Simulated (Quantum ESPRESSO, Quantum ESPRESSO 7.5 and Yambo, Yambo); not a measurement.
## A GW chain in Yambo: GaP (F-43m)

Wanted: ground state, empty states, screening and self-energy for GaP (F-43m).

Method: PBE and many-body steps on it, plane waves, in Quantum ESPRESSO 7.5 and Yambo 5.3.0.

**Experimental background.**

- Gap 2.25 ± 0.04 eV: optical gap from Tauc plot (fundamental, indirect); spectroscopic ellipsometry, Tauc-Lorentz fit and Tauc plot; 300 K; film (GaP layer on Si reference sample) on Si (“Assessment of GaPSb/Si tandem material association properties for photoelectrochemical cells”, 2020, arxiv:2002.02774).

This is a report of a sequence of runs, with most program output left out.

### Step 1. Set-up

It takes space group F-43m (No. 216, cubic). Conventional cell: a = 5.450 Å, b = 5.450 Å, c = 5.450 Å, α = 90.00°, β = 90.00°, γ = 90.00°. Ga has 4 P at 2.36 Å nearest. Nearest to P lie 4 Ga at 2.36 Å. Farther neighbours are not listed.

Structure file:

```cif
data_structure
_symmetry_space_group_name_H-M 'F-43m'
_symmetry_Int_Tables_number 216
_cell_length_a 5.4505
_cell_length_b 5.4505
_cell_length_c 5.4505
_cell_angle_alpha 90.000
_cell_angle_beta 90.000
_cell_angle_gamma 90.000
_cell_volume 161.92
loop_
_atom_site_label
_atom_site_type_symbol
_atom_site_symmetry_multiplicity
_atom_site_Wyckoff_symbol
_atom_site_fract_x
_atom_site_fract_y
_atom_site_fract_z
_atom_site_occupancy
Ga1 Ga 4 a 0.00000 0.00000 0.00000 1
P1 P 4 d 0.25000 0.25000 0.75000 1
```

The cell and positions come from the Crystallography Open Database and are kept as given unless a step says otherwise.

### Step 2. Ground state

This step: Quantum ESPRESSO 7.5; DFT, PBE, plane waves, norm-conserving pseudopotentials.

The ground-state density comes first.

pw.in reads:

```
&control
  calculation = 'scf'
  prefix = 'x'
  outdir = 'o'
  pseudo_dir = 'pseudo'
/
&system
  ibrav = 0
  nat = 2
  ntyp = 2
  ecutwfc = 104.0
  nbnd = 18
  force_symmorphic = .true.
/
&electrons
  conv_thr = 1e-10
  electron_maxstep = 80
  mixing_beta = 0.5
/
ATOMIC_SPECIES
  Ga 69.723 Ga.upf
  P 30.974 P.upf
CELL_PARAMETERS angstrom
  0.0000000000 2.7252500000 2.7252500000
  2.7252500000 0.0000000000 2.7252500000
  2.7252500000 2.7252500000 0.0000000000
ATOMIC_POSITIONS crystal
  Ga 0.0000000000 0.0000000000 0.0000000000
  P 0.2500000000 0.2500000000 0.2500000000
K_POINTS automatic
  6 6 6 0 0 0
```

Started as:

```console
OMP_NUM_THREADS=1 mpirun -n 8 pw.x -nk 8 -in pw.in > pw.out
```

Run time: 5.6 s. Hardware: 8 MPI ranks of AMD EPYC 7R43, shared host; peak memory 0.6 GiB; 42 s of CPU time.

Numbers from this step:

- total energy: -6946.6263 eV
- gap: 1.653 eV
- k of the valence top: 0, 0, 0
- k of the conduction bottom: 0, -0.5, -0.5
- least direct gap: 1.818 eV

The gap is indirect, with the least direct gap 0.16 eV higher.

### Step 3. Bands along the symmetry lines

The cheap functional maps the bands first; the places of the edges decide which points the dearer methods must see.

pw.in reads:

```
&control
  calculation = 'bands'
  prefix = 'x'
  outdir = 'o'
  pseudo_dir = 'pseudo'
/
&system
  ibrav = 0
  nat = 2
  ntyp = 2
  ecutwfc = 104.0
  nbnd = 19
  force_symmorphic = .true.
/
&electrons
  conv_thr = 1e-9
  electron_maxstep = 80
  diago_full_acc = .true.
  diago_thr_init = 5e-6
/
ATOMIC_SPECIES
  Ga 69.723 Ga.upf
  P 30.974 P.upf
CELL_PARAMETERS angstrom
  0.0000000000 2.7252500000 2.7252500000
  2.7252500000 0.0000000000 2.7252500000
  2.7252500000 2.7252500000 0.0000000000
ATOMIC_POSITIONS crystal
  Ga 0.0000000000 0.0000000000 0.0000000000
  P 0.2500000000 0.2500000000 0.2500000000
K_POINTS crystal
  50
  0.00000000 0.00000000 0.00000000 1
  -0.06250000 -0.06250000 0.00000000 1
  -0.12500000 -0.12500000 0.00000000 1
  -0.18750000 -0.18750000 0.00000000 1
  -0.25000000 -0.25000000 0.00000000 1
  -0.31250000 -0.31250000 0.00000000 1
  -0.37500000 -0.37500000 0.00000000 1
  -0.43750000 -0.43750000 0.00000000 1
  -0.50000000 -0.50000000 0.00000000 1
  -0.48437500 -0.48437500 0.03125000 1
  -0.46875000 -0.46875000 0.06250000 1
  -0.45312500 -0.45312500 0.09375000 1
  -0.43750000 -0.43750000 0.12500000 1
  -0.42187500 -0.42187500 0.15625000 1
  -0.40625000 -0.40625000 0.18750000 1
  -0.39062500 -0.39062500 0.21875000 1
  -0.37500000 -0.37500000 0.25000000 1
  -0.37500000 0.00000000 0.37500000 1
  -0.32812500 0.00000000 0.32812500 1
  -0.28125000 0.00000000 0.28125000 1
  -0.23437500 0.00000000 0.23437500 1
  -0.18750000 0.00000000 0.18750000 1
  -0.14062500 0.00000000 0.14062500 1
  -0.09375000 0.00000000 0.09375000 1
  -0.04687500 0.00000000 0.04687500 1
  0.00000000 0.00000000 0.00000000 1
  0.00000000 0.00000000 0.06250000 1
  0.00000000 0.00000000 0.12500000 1
  0.00000000 0.00000000 0.18750000 1
  0.00000000 0.00000000 0.25000000 1
  0.00000000 0.00000000 0.31250000 1
  0.00000000 0.00000000 0.37500000 1
  0.00000000 0.00000000 0.43750000 1
  -0.00000000 -0.00000000 0.50000000 1
  -0.06250000 -0.03125000 0.46875000 1
  -0.12500000 -0.06250000 0.43750000 1
  -0.18750000 -0.09375000 0.40625000 1
  -0.25000000 -0.12500000 0.37500000 1
  -0.31250000 -0.15625000 0.34375000 1
  -0.37500000 -0.18750000 0.31250000 1
  -0.43750000 -0.21875000 0.28125000 1
  -0.50000000 -0.25000000 0.25000000 1
  -0.50000000 -0.28125000 0.21875000 1
  -0.50000000 -0.31250000 0.18750000 1
  -0.50000000 -0.34375000 0.15625000 1
  -0.50000000 -0.37500000 0.12500000 1
  -0.50000000 -0.40625000 0.09375000 1
  -0.50000000 -0.43750000 0.06250000 1
  -0.50000000 -0.46875000 0.03125000 1
  -0.50000000 -0.50000000 0.00000000 1
```

Wall time 4.5 s (8 MPI ranks); peak memory 0.56 GiB; 33 s of CPU time.

This step gave:

```
gap                        : 1.594 eV
k of the valence top       : 0, 0, 0
k of the conduction bottom : -0.4375, -0.4375, 0
least direct gap           : 1.818 eV
```

The gap is 1.594 eV, −0.059 eV from the run before at this level.

Electronic bands along the path, in eV, zero at the top of the highest filled band:

| point | band 10 | band 11 | band 12 | band 13 | band 14 | band 15 | band 16 | band 17 |
| --- | --- | --- | --- | --- | --- | --- | --- | --- |
| Γ | -12.49 | 0.00 | 0.00 | 0.00 | 1.82 | 3.89 | 3.89 | 3.89 |
| halfway | -11.46 | -3.67 | -1.68 | -1.68 | 2.18 | 3.72 | 6.74 | 6.74 |
| X | -9.53 | -6.75 | -2.68 | -2.68 | 1.65 | 1.82 | 10.58 | 10.58 |
| halfway | -9.51 | -6.70 | -3.24 | -2.57 | 1.85 | 2.75 | 9.52 | 9.66 |
| U | -9.56 | -6.55 | -3.94 | -2.25 | 2.19 | 4.80 | 8.23 | 8.26 |
| jump to K | -9.56 | -6.55 | -3.94 | -2.25 | 2.19 | 4.80 | 8.23 | 8.26 |
| halfway | -11.35 | -4.24 | -2.44 | -0.66 | 3.29 | 4.99 | 5.00 | 5.87 |
| Γ | -12.49 | 0.00 | 0.00 | 0.00 | 1.82 | 3.89 | 3.89 | 3.89 |
| halfway | -11.72 | -3.88 | -0.66 | -0.66 | 2.15 | 4.74 | 4.74 | 6.34 |
| L | -10.43 | -6.63 | -1.12 | -1.12 | 1.67 | 4.72 | 4.72 | 8.28 |
| halfway | -10.02 | -6.42 | -3.19 | -1.93 | 3.45 | 4.30 | 6.45 | 7.91 |
| W | -9.44 | -6.55 | -3.57 | -3.42 | 4.70 | 4.86 | 6.10 | 6.15 |
| halfway | -9.48 | -6.66 | -3.16 | -3.09 | 2.77 | 2.94 | 8.49 | 8.58 |
| X | -9.53 | -6.75 | -2.68 | -2.68 | 1.65 | 1.82 | 10.58 | 10.58 |

### Step 4. Empty states on the mesh, 4×4×4 mesh, 104 bands

The sums over transitions need many empty states on a uniform mesh; this step solves for them.

pw.in reads:

```
&control
  calculation = 'nscf'
  prefix = 'x'
  outdir = 'o'
  pseudo_dir = 'pseudo'
/
&system
  ibrav = 0
  nat = 2
  ntyp = 2
  ecutwfc = 104.0
  nbnd = 104
  force_symmorphic = .true.
/
&electrons
  conv_thr = 1e-9
  electron_maxstep = 80
  diago_full_acc = .true.
  diago_thr_init = 5e-6
/
ATOMIC_SPECIES
  Ga 69.723 Ga.upf
  P 30.974 P.upf
CELL_PARAMETERS angstrom
  0.0000000000 2.7252500000 2.7252500000
  2.7252500000 0.0000000000 2.7252500000
  2.7252500000 2.7252500000 0.0000000000
ATOMIC_POSITIONS crystal
  Ga 0.0000000000 0.0000000000 0.0000000000
  P 0.2500000000 0.2500000000 0.2500000000
K_POINTS automatic
  4 4 4 0 0 0
```

Started as:

```console
OMP_NUM_THREADS=1 mpirun -n 8 pw.x -nk 4 -in pw.in > pw.out
```

It took 5.1 s on 8 MPI ranks; peak memory 0.61 GiB; 38 s of CPU time.

This step gave:

```
gap                                                           : 1.653 eV
k of the valence top                                          : 0, 0, 0
k of the conduction bottom                                    : 0, -0.5, -0.5
least direct gap                                              : 1.818 eV
k points computed                                             : 8
lowest point of the top converged band, above the valence top : 88.6884 eV
```

On this mesh the gap is 1.653 eV.

### Step 5. Conversion and set-up

This step: Yambo 5.3.0; conversion and set-up on PBE, plane waves, norm-conserving pseudopotentials.

The states are converted to the many-body program's format and the q mesh is built.

Started as:

```console
(cd o/x.save; p2y > p2y.log; mv SAVE ../..); yambo > setup.log
```

Elapsed: 4.3 s, on 1 MPI rank; peak memory 0.25 GiB.

### Step 6. Screening and self-energy, 4×4×4 mesh, 104 bands, screening to 163.3 eV

Now the one-shot GW correction: screening in the RPA, then the self-energy of the levels asked for.

This step: G0W0 on PBE, plane waves, norm-conserving pseudopotentials.

gw1.in reads:

```
HF_and_locXC
gw0
dyson
ppa
em1d
rim_cut
RandQpts= 1000000
RandGvec= 1 RL
EXXRLvcs= 104 Ry
VXCRLvcs= 416 Ry
Chimod= "HARTREE"
% BndsRnXp
 1 | 104 |
%
NGsBlkXp= 12 Ry
% LongDrXp
 1 | 1 | 1 |
%
% GbndRnge
 1 | 104 |
%
DysSolver= "n"
ExtendOut
PPAPntXp= 27.21138 eV
% QPkrange
 1 | 1 | 12 | 15 |
 7 | 7 | 12 | 15 |
%
```

Started as:

```console
OMP_NUM_THREADS=1 mpirun -n 8 yambo -F gw1.in -J gw1 -C gw1 > gw1.log
```

It took 54 s on 8 MPI ranks; peak memory 3.4 GiB.

This step gave:

```
G0W0 gap on the points computed              : 2.250 eV
starting gap on the mesh                     : 1.653 eV
k of the valence top                         : 0, 0, 0
k of the conduction bottom                   : 0, -0.5, -0.5
least direct G0W0 gap on the computed points : 2.701 eV
Z at the valence top                         : 0.7845
Z at the conduction bottom                   : 0.8088
```

The gap on the mesh goes from 1.65 eV to 2.25 eV, a correction of +0.60 eV.

Limits: finite bands, cutoff and mesh; no spin-orbit coupling; coarse k mesh. v1 is the top filled band, c1 the lowest empty one. The levels before and after the correction (eV, zero at the valence-band top of each column):

|  | conduction bottom | valence top |
| --- | --- | --- |
| Kohn-Sham | 1.65 | 0.00 |
| G0W0 | 2.25 | 0.00 |

|  | level | energy (eV) |
| --- | --- | --- |
| Kohn-Sham | Γ v2-v1 | 0.000 |
| Kohn-Sham | Γ c1 | 1.818 |
| Kohn-Sham | Γ c2 | 3.887 |
| Kohn-Sham | (0 -0.5 -0.5) v2-v1 | -2.683 |
| Kohn-Sham | (0 -0.5 -0.5) c1 | 1.653 |
| Kohn-Sham | (0 -0.5 -0.5) c2 | 1.825 |
| G0W0 | Γ v2-v1 | 0.000 |
| G0W0 | Γ c1 | 2.701 |
| G0W0 | Γ c2 | 4.800 |
| G0W0 | (0 -0.5 -0.5) v2-v1 | -2.790 |
| G0W0 | (0 -0.5 -0.5) c1 | 2.250 |
| G0W0 | (0 -0.5 -0.5) c2 | 2.560 |

### Step 7. Where the time went

Times are wall times on the hardware named with each run, good to a factor of about two.

| step | time | share | memory (GiB) |
| --- | --- | --- | --- |
| ground state | 5.6 s | 8 % | 0.6 |
| bands along the symmetry lines | 4.5 s | 6 % | 0.56 |
| empty states on the mesh | 5.1 s | 7 % | 0.61 |
| conversion and set-up | 4.3 s | 6 % | 0.25 |
| screening and self-energy | 54 s | 73 % | 3.4 |

### Step 8. Summary of results

| Property | Result |
| --- | --- |
| PBE gap | 1.59 eV, indirect |
| G0W0 gap on the mesh | 2.25 eV |
| G0W0 gap over the zone (rigid shift) | 2.19 eV |
| GW settings | 4×4×4 mesh, 104 bands, screening to 163.3 eV, Godby-Needs plasmon pole |
| known limits | not at the basis limit; no spin-orbit coupling; coarse k mesh |

G0W0 moves the gap on the mesh from 1.65 eV to 2.25 eV (+0.60 eV), with Z of 0.78 and 0.81 at the edges. The mesh misses the band edges by 0.06 eV in all; a rigid shift gives 2.19 eV for the zone. Only 2 of the mesh's irreducible points were corrected, so a valley elsewhere could overtake. The dearest step here is «screening and self-energy». Against experiment, by G0W0@PBE: the gap of 2.19 eV lies −0.06 eV from the measured 2.25 ± 0.04 eV (indirect, 300 K, on Si, 2020). The calculation has static nuclei and no excitons; a measured gap holds zero-point and thermal motion, which mostly lowers it. Bands and cutoff are finite, so the gap is not at the basis limit. The miss can reach some tenths of an eV and take either sign; the mesh is an error of its own. In the G0W0 run levels were corrected at 2 k points alone, so a gap called «on the mesh» is the least over those, and an edge elsewhere would be missed. A denser mesh or path gives a starting gap of 1.59 eV: the GW mesh misses a band edge, so its gaps are not the fundamental one. The 4×4×4 mesh is coarse for this cell, which bears on the long-range parts of exchange and screening. The many-body steps are scalar-relativistic: spin-orbit coupling is not in them.

[Paths, hosts, dates, memory and timing lines, banners, echoed tables and standing remarks are left out of the program output.]

[Logs are printed without paths, hosts, clocks, repeated set-up lines and the standing remarks that a program may print on its own settings, such as how far it seeks lower states.]

[Runs of the session that timed out or met a known fault of the program may be left out.]

[Hosts, paths, dates, database ids (printed as entryN), source tags and the programs' standing remarks are cut or masked in the printed files.]
